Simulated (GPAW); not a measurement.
# An RPA energy curve for BaAlGeH (P3m1), part 2 of 2

Where does RPA put the minimum of BaAlGeH (P3m1), against the functional it starts from?

GPAW 26.7.0; LDA and many-body steps on it, plane waves.

So far. Step 2 (Ground state): The gap is indirect, with the least direct gap 0.50 eV higher. Step 3 (Empty states on the mesh): On this mesh the gap is 1.071 eV. The earlier step found 0.756 eV, so this mesh misses an edge.

**6. EXX and RPA energies, volume +5%**

Level of this step: EXX+RPA on LDA, plane waves, PAW (GPAW).

The cell differs from the one that the last finished run ended in (a 4.271 → 4.416 Å, b 4.271 → 4.416 Å, c 5.128 → 5.302 Å).

File run.py:

```python
import json
import numpy as np
from gpaw.mpi import world
from gpaw.hybrids.energy import non_self_consistent_energy
from gpaw.xc.rpa import RPACorrelation

exx = non_self_consistent_energy('full.gpw', 'EXX')
ecut = [90.604, 105.705, 120.806, 135.907, 151.007]
rpa = RPACorrelation('full.gpw', ecut=ecut, nfrequencies=10, skip_gamma=False, txt='rpa.txt')
res = {'exx_terms': exx, 'ec': rpa.calculate()}

if world.rank == 0:
    with open('result.json', 'w') as f:
        json.dump(res, f, default=lambda x: x.tolist())
```

Launch:

```bash
$ mpirun -n 4 gpaw python run.py
```

Log:

```text
----------------------------------------------------------
Non-self-consistent RPA correlation energy
----------------------------------------------------------

Atoms                          : HAlBaGe
Ground state XC functional     : LDA
Valence electrons              : 18
Number of bands                : 438
Number of spins                : 1
Number of k-points             : 18
Number of irreducible k-points : 6
Number of irreducible q-points : 6

    q: [0.0000 0.0000 0.0000] - weight: 0.056
    q: [0.0000 0.0000 0.5000] - weight: 0.056
[...]
# 1
q = [0.000 0.000 0.500]
[...]
# 2
q = [0.333 0.000 0.000]
[...]
# 3
q = [0.333 0.000 0.500]
[...]
# 4
q = [0.333 0.333 0.000]
[...]
# 5
q = [0.333 0.333 0.500]
[...]
E_cut = 135 eV / Bands = 330:
E_c(q) = -21.291 eV
E_cut = 151 eV / Bands = 366:
E_c(q) = -21.581 eV

==========================================================

Total correlation energy:
    91:   -20.3398 eV
   106:   -21.2071 eV
   121:   -21.8929 eV
   136:   -22.4259 eV
   151:   -22.8479 eV

Extrapolated energies:
    91 - 106:  -24.541 eV
   106 - 121:  -24.985 eV
   121 - 136:  -25.184 eV
   136 - 151:  -25.313 eV
```

Elapsed: 98 s, on 4 MPI ranks of Arm Neoverse V2, shared host; peak memory 1.7 GiB.

This step gave:

```yaml
exx_total_energy: -169.9776 eV
dft_energy_on_this_mesh: -17.03 eV
rpa_correlation_extrapolated: -25.15 eV
exx_rpa_energy: -195.1250 eV
```

**7. EXX and RPA energies, volume -10%**

The cell differs from the one that the last finished run ended in (a 4.416 → 4.195 Å, b 4.416 → 4.195 Å, c 5.302 → 5.036 Å).

Changes to run.py since step 6:

```diff
@@ -7,3 +7,3 @@
 exx = non_self_consistent_energy('full.gpw', 'EXX')
-ecut = [90.604, 105.705, 120.806, 135.907, 151.007]
+ecut = [100.411, 117.146, 133.881, 150.616, 167.351]
 rpa = RPACorrelation('full.gpw', ecut=ecut, nfrequencies=10, skip_gamma=False, txt='rpa.txt')
```

Launch:

```bash
$ mpirun -n 4 gpaw python run.py
```

Log:

```text
----------------------------------------------------------
Non-self-consistent RPA correlation energy
----------------------------------------------------------

Atoms                          : HAlBaGe
Ground state XC functional     : LDA
Valence electrons              : 18
Number of bands                : 438
Number of spins                : 1
Number of k-points             : 18
Number of irreducible k-points : 6
Number of irreducible q-points : 6

    q: [0.0000 0.0000 0.0000] - weight: 0.056
    q: [0.0000 0.0000 0.5000] - weight: 0.056
[...]
# 1
q = [0.000 0.000 0.500]
[...]
# 2
q = [0.333 0.000 0.000]
[...]
# 3
q = [0.333 0.000 0.500]
[...]
# 4
q = [0.333 0.333 0.000]
[...]
# 5
q = [0.333 0.333 0.500]
[...]
E_cut = 150 eV / Bands = 330:
E_c(q) = -21.870 eV
E_cut = 167 eV / Bands = 366:
E_c(q) = -22.140 eV

==========================================================

Total correlation energy:
   100:   -20.9668 eV
   117:   -21.8114 eV
   134:   -22.4599 eV
   151:   -22.9633 eV
   167:   -23.3558 eV

Extrapolated energies:
   100 - 117:  -25.058 eV
   117 - 134:  -25.384 eV
   134 - 151:  -25.568 eV
   151 - 167:  -25.648 eV
```

The job ended after 97 s (4 MPI ranks; peak memory 1.7 GiB).

Numbers from this step:

- EXX total energy: -169.4724 eV
- DFT energy on this mesh: -17.10 eV
- RPA correlation, extrapolated: -25.52 eV
- EXX+RPA energy: -194.9968 eV

**8. EXX and RPA energies, volume +10%**

The cell differs from the one that the last finished run ended in (a 4.195 → 4.485 Å, b 4.195 → 4.485 Å, c 5.036 → 5.384 Å).

Changes to run.py since step 7:

```diff
@@ -7,3 +7,3 @@
 exx = non_self_consistent_energy('full.gpw', 'EXX')
-ecut = [100.411, 117.146, 133.881, 150.616, 167.351]
+ecut = [87.838, 102.477, 117.117, 131.756, 146.396]
 rpa = RPACorrelation('full.gpw', ecut=ecut, nfrequencies=10, skip_gamma=False, txt='rpa.txt')
```

Launch:

```bash
$ mpirun -n 4 gpaw python run.py
```

Log:

```text
----------------------------------------------------------
Non-self-consistent RPA correlation energy
----------------------------------------------------------

Atoms                          : HAlBaGe
Ground state XC functional     : LDA
Valence electrons              : 18
Number of bands                : 438
Number of spins                : 1
Number of k-points             : 18
Number of irreducible k-points : 6
Number of irreducible q-points : 6

    q: [0.0000 0.0000 0.0000] - weight: 0.056
    q: [0.0000 0.0000 0.5000] - weight: 0.056
[...]
# 1
q = [0.000 0.000 0.500]
[...]
# 2
q = [0.333 0.000 0.000]
[...]
# 3
q = [0.333 0.000 0.500]
[...]
# 4
q = [0.333 0.333 0.000]
[...]
# 5
q = [0.333 0.333 0.500]
[...]
E_cut = 131 eV / Bands = 330:
E_c(q) = -21.129 eV
E_cut = 146 eV / Bands = 366:
E_c(q) = -21.425 eV

==========================================================

Total correlation energy:
    88:   -20.2225 eV
   102:   -21.0928 eV
   117:   -21.7896 eV
   132:   -22.3317 eV
   146:   -22.7626 eV

Extrapolated energies:
    88 - 102:  -24.438 eV
   102 - 117:  -24.932 eV
   117 - 132:  -25.137 eV
   132 - 146:  -25.279 eV
```

Wall time 2.1 min (4 MPI ranks); peak memory 1.8 GiB; 8.5 min of CPU time.

Numbers from this step:

| Quantity | Value |
| --- | --- |
| EXX total energy | -169.9590 eV |
| DFT energy on this mesh | -16.89 eV |
| RPA correlation, extrapolated | -25.10 eV |
| EXX+RPA energy | -195.0606 eV |

**9. The curve**

Energies in meV per atom from the starting cell, scaled with fractional positions kept. Times are wall times on 4 MPI ranks of Arm Neoverse V2, shared host, good to a factor of about two.

```tsv
volume (Å³/atom)	LDA	EXX	EXX+RPA	time
19.19	7	111	39	97 s
20.25	-7	40	8	97 s
21.32	0	0	0	97 s
22.38	23	-15	7	98 s
23.45	59	-11	23	2.1 min
```

**10. Results**

| Property | Result |
| --- | --- |
| LDA | minimum near 20.5 Å³/atom |
| EXX | minimum near 22.6 Å³/atom |
| EXX+RPA | minimum near 21.6 Å³/atom |

What this shows: A parabola through the points gives: LDA, minimum near 20.5 Å³/atom; EXX, minimum near 22.6 Å³/atom; EXX+RPA, minimum near 21.6 Å³/atom. The extrapolated correlation energy is far from exact, and only its change with volume is used, so the RPA minimum is rough. Orbitals are those of the functional, the mesh is coarse and the lattice static.

[Long decimals in the printed logs are rounded to 6 places.]

[Logs are printed without paths, hosts, clocks, repeated set-up lines and the standing remarks that a program may print on its own settings, such as how far it seeks lower states.]

[Paths, hosts, dates, memory and timing lines, banners, echoed tables and standing remarks are left out of the program output; an Ansatz launch command may be rebuilt from the run's recorded settings. Measured values are a selection of at most five: reports struck by readers or far from the other reports are left out. None is set beside runs whose start may be inverted or whose files or cutoffs have a known fault.]

[Runs of the session that timed out or met a known fault of the program may be left out.]

[Hosts, paths, dates, database ids (printed as entryN), source tags and the programs' standing remarks are cut or masked in the printed files.]

[Where the starting crystal was built by hand or by swapping elements, it need not be the compound's stable phase.]
